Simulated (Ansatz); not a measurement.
## K3Sc: relaxing a made-up structure

Starting from a made-up structure for K3Sc, the aim is the relaxed cell, its shortest contacts and, where a second run follows, its electronic structure.

Main program and level: Ansatz 0.2.0; DFT, r2SCAN, plane-wave PAW, files of the set soft_1, scalar-relativistic, no spin, cell and ions relaxed at zero pressure; PAW set soft_1, in the first sound run; inputs show where later runs differ.

**1. The structure**

It takes space group Fm-3m (No. 225, cubic). The conventional cell has a = 8.570 Å, b = 8.570 Å, c = 8.570 Å, α = 90.00°, β = 90.00°, γ = 90.00°. Sc has 8 K at 3.71 Å nearest. K has 8 K at 3.71 Å nearest. K has 4 Sc at 3.71 Å and 4 K at 3.71 Å nearest. Farther neighbours are not listed.

**2. Relaxing cell and atoms**

The guess takes its coordinates from another compound and its volume from a rule, so the cell and any free coordinates are relaxed together.

input.yaml

```yaml
crystal:
  lattice:
    - [0.0, 4.285, 4.285]
    - [4.285, 0.0, 4.285]
    - [4.285, 4.285, 0.0]
  atoms:
    - { symbol: Sc, position: [0.0, 0.0, 0.0] }
    - { symbol: K, position: [0.5, 0.5, 0.5] }
    - { symbol: K, position: [0.75, 0.75, 0.75] }
    - { symbol: K, position: [0.25, 0.25, 0.25] }
kpoints:
  mp_grid: { grid: [6, 6, 6] }
scf:
  occupations: { method: fermi_dirac, width: 0.05 }
hamiltonian:
  xc: r2scan
  pseudopotentials: { kind: paw, azcp: { folder: soft_1 } }
relax:
  f_tol: 0.015
  max_steps: 70
  cell: {}
output:
  forces: true
  stress: true
```

On the command line:

```sh
$ ansatz run input.yaml --threads 4 --pin off --max-ram 8192MiB --backend cpu --events-out ev --progress --plain --runs-dir out
```

Numbers of over 12 decimals in the logs are rounded to 6 here.

The log of the run:

```text
band count auto-derived: 24, from the close of a first SCF at 23 (N_el = 38.0; filled up to band 19; 23 by the electrons, moments and atoms)
Engine: ansatz 0.2.0, aarch64-unknown-linux-gnu
Pseudopotentials: kind: paw
Pseudopotential: Sc, paw, valence charge 11, recommended cutoff 500 eV (meta_gga), soft_1/Sc.paw.azcp
Pseudopotential: K, paw, valence charge 9, recommended cutoff 500 eV (meta_gga), soft_1/K.paw.azcp
Functional definition: r2SCAN
  parameter k0 = 0.174
  parameter k1 = 0.065
  parameter a1 = 4.9479
  exchange = r2scan_x(k0 = k0, k1 = k1, a1 = a1)
  correlation = r2scan_c
Crystal: 4 atoms, lattice volume = 157.356 Å³
Basis set: ecut = 500 eV, 4015 PW (Γ), exchange–correlation on 180×180×180 points (64 copies of the dense FFT grid, shifted against one another)
Bands: 23, of which v1, the nominal top of the filled ones, is band 19 counted from 1 (18 counted from 0)
Symmetry: 48 space group operations
Space group: Fm-3m (ITA 225), of the structure as read, at distance tolerance 5.4e-5 Å
k-points: 16 of 216
Non-local potential: Sc, projectors of the file, l = 0: 3, l = 1: 2, l = 2: 3, l = 3: 1
Non-local potential: K, projectors of the file, l = 0: 3, l = 1: 2, l = 2: 2
PAW form: soft (Blöchl's): semilocal exchange-correlation on the pseudo side does not see the compensation charge
PAW frozen core: Sc, regenerated for the run's functional (the file was generated under x = pbe(κ = 0.804, μ = 0.219515), c = pbe(β = 0.066725))
PAW frozen core: K, regenerated for the run's functional (the file was generated under x = pbe(κ = 0.804, μ = 0.219515), c = pbe(β = 0.066725))
PAW one-centre angular grid: Sc, 590 points (default); XC on 224 Gauss nodes
PAW one-centre angular grid: K, 302 points (default); XC on 160 Gauss nodes
Initial density: superposition of atomic densities (chi_scale 0.1, normalization cell, long waves kept (reshape's long-wave potential 0.00 eV rms))
Initial wavefunctions: pseudopotential atomic-orbital guess
Functional: x = r2scan, c = r2scan; τ floored in thin density (d = 2e-4 eV/Å³)
SCF iter   1: F=—  HF=-6765.275409 eV  |F-HF|=—  |Δ(HF+E_count)|=         —  Δρ=3.16e-2  dr2=3.36e0  dr2_τ=4.58e-2  ethr=3.10e-3  ⟨swp⟩=6.1  Hψ=1866  notcnv=0
preconditioner: auto → Kerker (q_TF=auto, 2.153 Å⁻¹)  [metal: Δε(μ)=0.080 eV  Ē_g=1.943 eV  σ=0.050 eV  W_gap=0.36  n_scr=26 (ndim 8)  ℏωp=7.3 eV  f_vac=0.000  D(μ)=4.36/eV (n_scr^D=26)]
SCF iter   2: F=—  HF=-6764.579948 eV  |F-HF|=—  |Δ(HF+E_count)|=   6.95e-1  Δρ=5.44e-3  dr2=5.39e-2  dr2_τ=3.07e-2  ethr=3.10e-3  ⟨swp⟩=3.1  Hψ=904  notcnv=0  defer=1
SCF iter   3: F=—  HF=-6764.636527 eV  |F-HF|=—  |Δ(HF+E_count)|=   5.66e-2  Δρ=3.72e-3  dr2=1.59e-2  dr2_τ=9.84e-4  ethr=1.42e-4  ⟨swp⟩=2.6  Hψ=480  notcnv=0
SCF iter   4: F=—  HF=-6764.654255 eV  |F-HF|=—  |Δ(HF+E_count)|=   1.77e-2  Δρ=1.68e-3  dr2=1.07e-2  dr2_τ=1.29e-4  ethr=4.18e-5  ⟨swp⟩=2.1  Hψ=739  notcnv=0
SCF iter   5: F=—  HF=-6764.656063 eV  |F-HF|=—  |Δ(HF+E_count)|=   1.81e-3  Δρ=6.47e-4  dr2=9.35e-4  dr2_τ=4.62e-5  ethr=2.80e-5  ⟨swp⟩=2.0  Hψ=477  notcnv=0
SCF iter   6: F=—  HF=-6764.656187 eV  |F-HF|=—  |Δ(HF+E_count)|=   1.23e-4  Δρ=1.54e-4  dr2=3.14e-5  dr2_τ=6.83e-7  ethr=2.46e-6  ⟨swp⟩=2.0  Hψ=431  notcnv=0
SCF iter   7: F=—  HF=-6764.656130 eV  |F-HF|=—  |Δ(HF+E_count)|=   5.68e-5  Δρ=7.10e-5  dr2=1.11e-5  dr2_τ=2.48e-7  ethr=8.25e-8  ⟨swp⟩=2.1  Hψ=710  notcnv=0
SCF iter   8: F=—  HF=-6764.656132 eV  |F-HF|=—  |Δ(HF+E_count)|=   1.78e-6  Δρ=2.38e-5  dr2=2.06e-6  dr2_τ=5.29e-8  ethr=2.93e-8  ⟨swp⟩=2.2  Hψ=652  notcnv=0
SCF iter   9: F=-6764.656131 eV  HF=-6764.656131 eV  |F-HF|=3.26e-8  |Δ(HF+E_count)|=   1.77e-7  Δρ=5.23e-6  dr2=8.53e-8  dr2_τ=5.28e-9  ethr=2.63e-10  ⟨swp⟩=3.2  Hψ=1445  notcnv=0
SCF 1, on 23 bands, converged in 9 iterations: F = -6764.656131 eV; the run's SCF on all bands comes behind
  greatest PAW one-centre occupation: 0.998 electrons in one spin orbital (limit 2), on the Sc atom at site 0 (counted from 0), in its partial waves of l = 0
Bands: 24, of which v1, the nominal top of the filled ones, is band 19 counted from 1 (18 counted from 0)
Initial density: handed on by an earlier stage of this run
iter 1 solved again at ethr=3.15e-8 eV; its pass at ethr=3.10e-3 eV (dr2=1.20e-5 eV) is discarded
SCF iter   1: F=—  HF=-6764.656132 eV  |F-HF|=—  |Δ(HF+E_count)|=         —  Δρ=5.26e-6  dr2=8.60e-8  dr2_τ=5.32e-9  ethr=3.15e-8  ⟨swp⟩=3.2  Hψ=2893  notcnv=0
preconditioner: auto → Kerker (q_TF=auto, 2.153 Å⁻¹)  [metal: Δε(μ)=0.040 eV  Ē_g=1.603 eV  σ=0.050 eV  W_gap=0.19  n_scr=26 (ndim 8)  ℏωp=7.3 eV  f_vac=0.000  D(μ)=7.96/eV (n_scr^D=64)]
SCF iter   2: F=-6764.656131 eV  HF=-6764.656131 eV  |F-HF|=1.36e-8  |Δ(HF+E_count)|=   1.13e-8  Δρ=3.32e-6  dr2=4.30e-8  dr2_τ=9.04e-10  ethr=2.26e-10  ⟨swp⟩=4.0  Hψ=1129  notcnv=0
SCF 2 converged in 2 iterations: F = -6764.656131 eV  dr2 = 4.30e-8
relax step   1: F+E_penalty+E_count = -6764.65613149 eV  Δ(F+E_penalty+E_count) = +0.000e0 eV  max|allowed force component| = 6.939e-18 eV/Å  Δτ_max = 0.0000 Å  P = +4.414 GPa  Ω = 157.356 Å³  (11 SCF iters, dr2 threshold 1.00e-7 eV, accepted)
Crystal: 4 atoms, lattice volume = 177.953 Å³
Basis set: ecut = 500 eV, 4573 PW (Γ), exchange–correlation on 180×180×180 points (64 copies of the dense FFT grid, shifted against one another)
Initial wavefunctions: those handed on with the density
iter 1 solved again at ethr=3.85e-5 eV; its pass at ethr=3.10e-3 eV (dr2=1.46e-2 eV) is discarded
SCF iter   1: F=—  HF=-6764.372819 eV  |F-HF|=—  |Δ(HF+E_count)|=         —  Δρ=2.46e-3  dr2=1.49e-2  dr2_τ=2.68e-1  ethr=3.85e-5  ⟨swp⟩=1.5  Hψ=2056  notcnv=0
preconditioner: auto → Kerker (q_TF=auto, 2.109 Å⁻¹)  [metal: Δε(μ)=0.020 eV  Ē_g=1.477 eV  σ=0.050 eV  W_gap=0.10  n_scr=26 (ndim 8)  ℏωp=6.8 eV  f_vac=0.000  D(μ)=8.29/eV (n_scr^D=64)]
SCF iter   2: F=—  HF=-6765.072109 eV  |F-HF|=—  |Δ(HF+E_count)|=   6.99e-1  Δρ=1.13e-3  dr2=2.38e-3  dr2_τ=9.60e-4  ethr=3.85e-5  ⟨swp⟩=2.0  Hψ=768  notcnv=0
SCF iter   3: F=—  HF=-6765.072833 eV  |F-HF|=—  |Δ(HF+E_count)|=   7.24e-4  Δρ=7.09e-4  dr2=7.09e-4  dr2_τ=7.26e-5  ethr=6.27e-6  ⟨swp⟩=2.0  Hψ=420  notcnv=0
SCF iter   4: F=—  HF=-6765.073141 eV  |F-HF|=—  |Δ(HF+E_count)|=   3.08e-4  Δρ=4.47e-4  dr2=4.09e-4  dr2_τ=1.96e-5  ethr=1.87e-6  ⟨swp⟩=2.0  Hψ=436  notcnv=0
SCF iter   5: F=—  HF=-6765.073399 eV  |F-HF|=—  |Δ(HF+E_count)|=   2.58e-4  Δρ=1.74e-4  dr2=4.31e-5  dr2_τ=3.17e-6  ethr=1.08e-6  ⟨swp⟩=3.0  Hψ=784  notcnv=0
SCF iter   6: F=—  HF=-6765.073354 eV  |F-HF|=—  |Δ(HF+E_count)|=   4.48e-5  Δρ=6.66e-5  dr2=1.16e-5  dr2_τ=8.18e-7  ethr=1.13e-7  ⟨swp⟩=2.0  Hψ=649  notcnv=0
SCF iter   7: F=—  HF=-6765.073355 eV  |F-HF|=—  |Δ(HF+E_count)|=   7.49e-7  Δρ=1.41e-5  dr2=9.00e-7  dr2_τ=2.08e-8  ethr=3.04e-8  ⟨swp⟩=2.9  Hψ=713  notcnv=0
SCF iter   8: F=-6765.073355 eV  HF=-6765.073355 eV  |F-HF|=1.05e-8  |Δ(HF+E_count)|=   2.08e-9  Δρ=6.67e-6  dr2=1.11e-7  dr2_τ=7.31e-9  ethr=1.05e-9  ⟨swp⟩=4.2  Hψ=1142  notcnv=0
SCF 3 converged in 8 iterations: F = -6765.073355 eV  dr2 = 1.11e-7
relax step   2: F+E_penalty+E_count = -6765.07335476 eV  Δ(F+E_penalty+E_count) = -4.172e-1 eV  max|allowed force component| = 3.585e-17 eV/Å  Δτ_max = 0.0000 Å  P = +2.277 GPa  Ω = 177.953 Å³  energy of the carried Pulay correction = -2.240e-3 eV  (8 SCF iters, dr2 threshold 4.00e-7 eV, accepted)
Crystal: 4 atoms, lattice volume = 204.120 Å³
Basis set: ecut = 500 eV, 5065 PW (Γ), exchange–correlation on 180×180×180 points (64 copies of the dense FFT grid, shifted against one another)
iter 1 solved again at ethr=9.02e-5 eV; its pass at ethr=3.10e-3 eV (dr2=3.43e-2 eV) is discarded
SCF iter   1: F=—  HF=-6764.437984 eV  |F-HF|=—  |Δ(HF+E_count)|=         —  Δρ=3.52e-3  dr2=3.63e-2  dr2_τ=3.27e-1  ethr=9.02e-5  ⟨swp⟩=1.1  Hψ=2065  notcnv=0
preconditioner: auto → Kerker (q_TF=auto, 2.062 Å⁻¹)  [metal: Δε(μ)=0.021 eV  Ē_g=1.366 eV  σ=0.050 eV  W_gap=0.11  n_scr=26 (ndim 8)  ℏωp=6.4 eV  f_vac=0.000  D(μ)=9.38/eV (n_scr^D=64)]
SCF iter   2: F=—  HF=-6765.297805 eV  |F-HF|=—  |Δ(HF+E_count)|=   8.60e-1  Δρ=1.79e-3  dr2=6.85e-3  dr2_τ=1.72e-3  ethr=9.02e-5  ⟨swp⟩=2.0  Hψ=768  notcnv=0
SCF iter   3: F=—  HF=-6765.297741 eV  |F-HF|=—  |Δ(HF+E_count)|=   6.40e-5  Δρ=7.45e-4  dr2=1.32e-3  dr2_τ=1.23e-4  ethr=1.80e-5  ⟨swp⟩=2.0  Hψ=505  notcnv=0
SCF iter   4: F=—  HF=-6765.297944 eV  |F-HF|=—  |Δ(HF+E_count)|=   2.03e-4  Δρ=4.60e-4  dr2=3.13e-4  dr2_τ=3.50e-5  ethr=3.49e-6  ⟨swp⟩=1.8  Hψ=404  notcnv=0
SCF iter   5: F=—  HF=-6765.298082 eV  |F-HF|=—  |Δ(HF+E_count)|=   1.39e-4  Δρ=1.61e-4  dr2=4.75e-5  dr2_τ=1.18e-6  ethr=8.24e-7  ⟨swp⟩=2.0  Hψ=639  notcnv=0
SCF iter   6: F=—  HF=-6765.298160 eV  |F-HF|=—  |Δ(HF+E_count)|=   7.75e-5  Δρ=8.61e-5  dr2=1.53e-5  dr2_τ=1.03e-6  ethr=1.25e-7  ⟨swp⟩=2.0  Hψ=735  notcnv=0
SCF iter   7: F=—  HF=-6765.298168 eV  |F-HF|=—  |Δ(HF+E_count)|=   8.02e-6  Δρ=3.73e-5  dr2=6.34e-6  dr2_τ=1.60e-7  ethr=4.04e-8  ⟨swp⟩=2.0  Hψ=644  notcnv=0
SCF iter   8: F=-6765.298167 eV  HF=-6765.298168 eV  |F-HF|=1.32e-7  |Δ(HF+E_count)|=   3.24e-7  Δρ=8.37e-6  dr2=2.66e-7  dr2_τ=1.17e-8  ethr=1.05e-9  ⟨swp⟩=3.0  Hψ=1499  notcnv=0
SCF 4 converged in 8 iterations: F = -6765.298167 eV  dr2 = 2.66e-7
relax step   3: F+E_penalty+E_count = -6765.29816740 eV  Δ(F+E_penalty+E_count) = -2.248e-1 eV  max|allowed force component| = 2.544e-17 eV/Å  Δτ_max = 0.0000 Å  P = +0.663 GPa  Ω = 204.120 Å³  energy of the carried Pulay correction = -4.721e-3 eV  (8 SCF iters, dr2 threshold 4.00e-7 eV, accepted)
Crystal: 4 atoms, lattice volume = 217.226 Å³
Basis set: ecut = 500 eV, 5577 PW (Γ), exchange–correlation on 180×180×180 points (64 copies of the dense FFT grid, shifted against one another)
iter 1 solved again at ethr=2.40e-5 eV; its pass at ethr=3.10e-3 eV (dr2=9.12e-3 eV) is discarded
SCF iter   1: F=—  HF=-6765.126134 eV  |F-HF|=—  |Δ(HF+E_count)|=         —  Δρ=1.65e-3  dr2=9.57e-3  dr2_τ=6.47e-2  ethr=2.40e-5  ⟨swp⟩=1.1  Hψ=2008  notcnv=0
preconditioner: auto → Kerker (q_TF=auto, 2.040 Å⁻¹)  [metal: Δε(μ)=0.034 eV  Ē_g=1.351 eV  σ=0.050 eV  W_gap=0.17  n_scr=26 (ndim 8)  ℏωp=6.2 eV  f_vac=0.000  D(μ)=9.46/eV (n_scr^D=64)]
SCF iter   2: F=—  HF=-6765.329077 eV  |F-HF|=—  |Δ(HF+E_count)|=   2.03e-1  Δρ=6.86e-4  dr2=7.98e-4  dr2_τ=3.02e-4  ethr=2.40e-5  ⟨swp⟩=2.0  Hψ=768  notcnv=0
SCF iter   3: F=—  HF=-6765.329188 eV  |F-HF|=—  |Δ(HF+E_count)|=   1.11e-4  Δρ=3.19e-4  dr2=5.27e-4  dr2_τ=1.27e-5  ethr=2.10e-6  ⟨swp⟩=2.1  Hψ=498  notcnv=0
SCF iter   4: F=—  HF=-6765.329176 eV  |F-HF|=—  |Δ(HF+E_count)|=   1.16e-5  Δρ=1.71e-4  dr2=7.10e-5  dr2_τ=5.39e-6  ethr=1.39e-6  ⟨swp⟩=1.7  Hψ=401  notcnv=0
SCF iter   5: F=—  HF=-6765.329117 eV  |F-HF|=—  |Δ(HF+E_count)|=   5.88e-5  Δρ=7.14e-5  dr2=2.86e-5  dr2_τ=3.99e-7  ethr=1.87e-7  ⟨swp⟩=2.0  Hψ=623  notcnv=0
SCF iter   6: F=—  HF=-6765.329125 eV  |F-HF|=—  |Δ(HF+E_count)|=   7.73e-6  Δρ=2.64e-5  dr2=2.04e-6  dr2_τ=2.96e-8  ethr=7.52e-8  ⟨swp⟩=2.0  Hψ=437  notcnv=0
SCF iter   7: F=-6765.329127 eV  HF=-6765.329127 eV  |F-HF|=6.17e-8  |Δ(HF+E_count)|=   1.83e-6  Δρ=1.03e-5  dr2=3.38e-7  dr2_τ=9.49e-9  ethr=1.05e-9  ⟨swp⟩=4.8  Hψ=1436  notcnv=0
SCF 5 converged in 7 iterations: F = -6765.329127 eV  dr2 = 3.38e-7
relax step   4: F+E_penalty+E_count = -6765.32912688 eV  Δ(F+E_penalty+E_count) = -3.096e-2 eV  max|allowed force component| = 2.718e-17 eV/Å  Δτ_max = 0.0000 Å  P = +0.146 GPa  Ω = 217.226 Å³  energy of the carried Pulay correction = -5.835e-3 eV  (7 SCF iters, dr2 threshold 4.00e-7 eV, accepted)
Crystal: 4 atoms, lattice volume = 221.267 Å³
Basis set: ecut = 500 eV, 5601 PW (Γ), exchange–correlation on 180×180×180 points (64 copies of the dense FFT grid, shifted against one another)
iter 1 solved again at ethr=1.59e-6 eV; its pass at ethr=3.10e-3 eV (dr2=6.04e-4 eV) is discarded
SCF iter   1: F=—  HF=-6765.312903 eV  |F-HF|=—  |Δ(HF+E_count)|=         —  Δρ=4.51e-4  dr2=7.47e-4  dr2_τ=5.63e-3  ethr=1.59e-6  ⟨swp⟩=1.2  Hψ=2050  notcnv=0
preconditioner: auto → Kerker (q_TF=auto, 2.034 Å⁻¹)  [metal: Δε(μ)=0.016 eV  Ē_g=1.341 eV  σ=0.050 eV  W_gap=0.08  n_scr=26 (ndim 8)  ℏωp=6.1 eV  f_vac=0.000  D(μ)=9.35/eV (n_scr^D=64)]
SCF iter   2: F=—  HF=-6765.330865 eV  |F-HF|=—  |Δ(HF+E_count)|=   1.80e-2  Δρ=1.50e-4  dr2=3.72e-5  dr2_τ=1.72e-5  ethr=1.59e-6  ⟨swp⟩=2.0  Hψ=768  notcnv=0
SCF iter   3: F=—  HF=-6765.330788 eV  |F-HF|=—  |Δ(HF+E_count)|=   7.71e-5  Δρ=8.32e-5  dr2=3.84e-5  dr2_τ=5.26e-7  ethr=9.78e-8  ⟨swp⟩=2.4  Hψ=590  notcnv=0
SCF iter   4: F=—  HF=-6765.330788 eV  |F-HF|=—  |Δ(HF+E_count)|=   1.69e-7  Δρ=5.74e-5  dr2=6.76e-6  dr2_τ=8.21e-7  ethr=9.78e-8  ⟨swp⟩=1.8  Hψ=411  notcnv=0
SCF iter   5: F=—  HF=-6765.330790 eV  |F-HF|=—  |Δ(HF+E_count)|=   1.94e-6  Δρ=2.26e-5  dr2=2.83e-6  dr2_τ=5.99e-8  ethr=1.78e-8  ⟨swp⟩=2.0  Hψ=633  notcnv=0
SCF iter   6: F=—  HF=-6765.330790 eV  |F-HF|=—  |Δ(HF+E_count)|=   5.86e-7  Δρ=1.20e-5  dr2=7.95e-7  dr2_τ=6.10e-9  ethr=7.44e-9  ⟨swp⟩=1.8  Hψ=422  notcnv=0
SCF iter   7: F=-6765.330791 eV  HF=-6765.330791 eV  |F-HF|=2.07e-10  |Δ(HF+E_count)|=   2.33e-7  Δρ=3.74e-6  dr2=3.43e-8  dr2_τ=1.08e-9  ethr=1.40e-10  ⟨swp⟩=3.0  Hψ=1662  notcnv=0
SCF 6 converged in 7 iterations: F = -6765.330791 eV  dr2 = 3.43e-8
relax step   5: F+E_penalty+E_count = -6765.33079069 eV  Δ(F+E_penalty+E_count) = -1.664e-3 eV  max|allowed force component| = 2.053e-17 eV/Å  Δτ_max = 0.0000 Å  P = +0.014 GPa  Ω = 221.267 Å³  energy of the carried Pulay correction = -6.164e-3 eV  (7 SCF iters, dr2 threshold 5.32e-8 eV, accepted)
Basis set: ecut = 500 eV, 5601 PW (Γ), exchange–correlation on 200×200×200 points (64 copies of the dense FFT grid, shifted against one another)
Initial wavefunctions: pseudopotential atomic-orbital guess (no wavefunctions were taken with the density)
iter 1 solved again at ethr=3.23e-7 eV; its pass at ethr=3.10e-3 eV (dr2=1.23e-4 eV) is discarded
SCF iter   1: F=—  HF=-6765.338094 eV  |F-HF|=—  |Δ(HF+E_count)|=         —  Δρ=4.69e-4  dr2=5.69e-5  dr2_τ=2.68e-4  ethr=3.23e-7  ⟨swp⟩=3.2  Hψ=2838  notcnv=0
preconditioner: auto → Kerker (q_TF=auto, 2.034 Å⁻¹)  [metal: Δε(μ)=0.017 eV  Ē_g=1.348 eV  σ=0.050 eV  W_gap=0.09  n_scr=26 (ndim 8)  ℏωp=6.1 eV  f_vac=0.000  D(μ)=9.25/eV (n_scr^D=64)]
SCF iter   2: F=—  HF=-6765.338510 eV  |F-HF|=—  |Δ(HF+E_count)|=   4.16e-4  Δρ=2.50e-4  dr2=2.28e-5  dr2_τ=1.70e-5  ethr=1.50e-7  ⟨swp⟩=2.0  Hψ=625  notcnv=0
SCF iter   3: F=—  HF=-6765.338696 eV  |F-HF|=—  |Δ(HF+E_count)|=   1.85e-4  Δρ=9.99e-5  dr2=1.41e-5  dr2_τ=2.06e-6  ethr=6.01e-8  ⟨swp⟩=2.4  Hψ=573  notcnv=0
SCF iter   4: F=—  HF=-6765.338705 eV  |F-HF|=—  |Δ(HF+E_count)|=   9.78e-6  Δρ=6.54e-6  dr2=4.95e-8  dr2_τ=2.31e-8  ethr=3.71e-8  ⟨swp⟩=2.2  Hψ=498  notcnv=0
SCF iter   5: F=—  HF=-6765.338658 eV  |F-HF|=—  |Δ(HF+E_count)|=   4.76e-5  Δρ=3.40e-6  dr2=4.17e-8  dr2_τ=1.02e-9  ethr=1.30e-10  ⟨swp⟩=2.1  Hψ=761  notcnv=0
SCF iter   6: F=—  HF=-6765.338658 eV  |F-HF|=—  |Δ(HF+E_count)|=   2.11e-8  Δρ=1.55e-6  dr2=6.99e-9  dr2_τ=2.50e-10  ethr=1.10e-10  ⟨swp⟩=2.1  Hψ=497  notcnv=0
SCF iter   7: F=—  HF=-6765.338658 eV  |F-HF|=—  |Δ(HF+E_count)|=   4.01e-9  Δρ=4.22e-7  dr2=2.14e-10  dr2_τ=2.52e-11  ethr=1.84e-11  ⟨swp⟩=2.0  Hψ=656  notcnv=0
SCF iter   8: F=—  HF=-6765.338658 eV  |F-HF|=—  |Δ(HF+E_count)|=  5.73e-10  Δρ=1.47e-7  dr2=6.14e-11  dr2_τ=8.13e-13  ethr=1.00e-12  ⟨swp⟩=5.0  Hψ=1458  notcnv=0
SCF iter   9: F=-6765.338658 eV  HF=-6765.338658 eV  |F-HF|=9.09e-13  |Δ(HF+E_count)|=  7.09e-11  Δρ=7.62e-8  dr2=2.10e-11  dr2_τ=3.29e-13  ethr=1.00e-12  ⟨swp⟩=4.2  Hψ=1147  notcnv=0
SCF 7 converged in 9 iterations: F = -6765.338658 eV  dr2 = 2.10e-11
relax step   6: F+E_penalty+E_count = -6765.33865771 eV  Δ(F+E_penalty+E_count) = -7.867e-3 eV  max|allowed force component| = 1.677e-17 eV/Å  Δτ_max = 0.0000 Å  P = +0.016 GPa  Ω = 221.267 Å³  stress off target by 1.56e-2 GPa  SCF on the basis re-selected at this cell (its energy is not comparable with the rows above)  (9 SCF iters)
basis re-selected at this cell: Δ(F+E_penalty+E_count) = -7.867e-3 eV, ΔP = +0.002 GPa vs the last step (what re-selecting the basis moved, of the pressure what is left beyond the Pulay correction that the steps carried, after the strain that the cell walked since its last selection, with what the two solves' SCF thresholds leave and, on support functions, any second-order correction that the steps lacked; it is no measure of the basis error at this ecutwfc). The dense FFT grid was sized anew with the basis: this SCF ran on 50×50×50 points, the steps before it on 45×45×45, so part of this shift can come from that change (see relax.cell in the input reference). [rest of the remark cut]
SCF converged after 9 iterations
Free energy (F): -6765.338658 eV
Harris-Foulkes:  -6765.338658 eV  (|F-HF|=9.09e-13)
Internal energy: -6765.261342 eV  (E = F + TS)
E sigma→0 (E₀):  -6765.300000 eV
Entropy (-TS):   -0.077316 eV (-19.329 meV/atom)
Fermi energy:    2.892670 eV
--- Per-component energies (eV) ---
  E_band       = -671.104260
  E_kinetic    = 960.589188
  E_local      = -3245.477696  (includes V_loc(G=0)·N_el)
  E_nonlocal   = 184.158484
  E_hartree    = 1155.477655
  E_xc         = -475.787616
  E_vxc        = -663.349322  (∫ρ·V_xc dr)
  E_paw        = -3364.749532  (= ΣΔE_a)
  E_vpaw       = -258.849563  (= ΣTr[D̂ρ^β])
  E_aug_tail   = 0.000011  (compensation charges beyond the density's cutoff)
  E_vtau       = 40.869284  (kinetic-family band-sum trace: ∫τ·v_τ [+ j·A + Jᵃ·Aᵃ] dr)
  E_ewald      = -1978.644789
  E_core_change = -0.827047  (= ΣΔE_core)
  E_smearing   = -0.077316  (= −TS)
  E_closure    = -0.000000  (closes the sum)
  Σ components = -6765.338658   (vs F -6765.338658, Δ=0.00e0)
--- Forces (eV/Å), atoms counted from 1 ---
  atom   1  Sc    -0.00000000    -0.00000000    -0.00000000
  atom   2  K      0.00000000    -0.00000000    -0.00000000
  atom   3  K      0.00000000     0.00000000     0.00000000
  atom   4  K     -0.00000000    -0.00000000     0.00000000
  max |Σ_I F_I| component: 8.10e-18 eV/Å
--- Stress (GPa, compression-positive) ---
        0.015630       0.000000       0.000000
        0.000000       0.015630       0.000000
        0.000000      -0.000000       0.015630
  P = ⅓ Tr σ = 0.0156 GPa (0.156 kbar)
--- Band table (eV; the first three rows and the last of 16) ---
  k-point 0: bands = [... 15 lower, -12.7079, -0.1511, 3.0464, 3.0464, 3.0935, 3.0935, 3.0935, 4.0826, ... 1 higher]
  k-point 1: bands = [... 15 lower, -12.7096, 0.0036, 3.0029, 3.0473, 3.0473, 3.1227, 3.1227, 3.5238, ... 1 higher]
  k-point 2: bands = [... 15 lower, -12.7142, 0.4321, 2.3379, 3.0350, 3.0350, 3.1703, 3.2149, 3.2149, ... 1 higher]
  k-point 15: bands = [... 15 lower, -12.7080, 1.2019, 2.2140, 2.4983, 2.5681, 3.1914, 3.3205, 3.3348, ... 1 higher]
--- Relaxed structure (5 steps of the walk, 5 accepted, 1 SCFs on fresh bases) ---
  F+E_penalty+E_count = -6765.33865771 eV   max|allowed force component| = 1.677e-17 eV/Å   (the final SCF, on the basis selected at the relaxed cell)
  cell:  # Å, volume = 221.2669 Å³
    - [0, 4.800600, 4.800600]
    - [4.800600, 0, 4.800600]
    - [4.800600, 4.800600, 0]
  atoms:
    - { symbol: Sc, position: [0, 0, 0] }
    - { symbol: K, position: [0.5, 0.5, 0.5] }
    - { symbol: K, position: [0.75, 0.75, 0.75] }
    - { symbol: K, position: [0.25, 0.25, 0.25] }
```

Elapsed: 18 s, on 4 threads of Arm Neoverse V1, shared host; peak memory 1.1 GiB; 68 s of CPU time.

[end of part 1 of 2]

[Logs are printed without paths, hosts, clocks, repeated set-up lines and the standing remarks that a program may print on its own settings, such as how far it seeks lower states.]

[Hosts, paths, dates, database ids (printed as entryN), source tags and the programs' standing remarks are cut or masked in the printed files.]
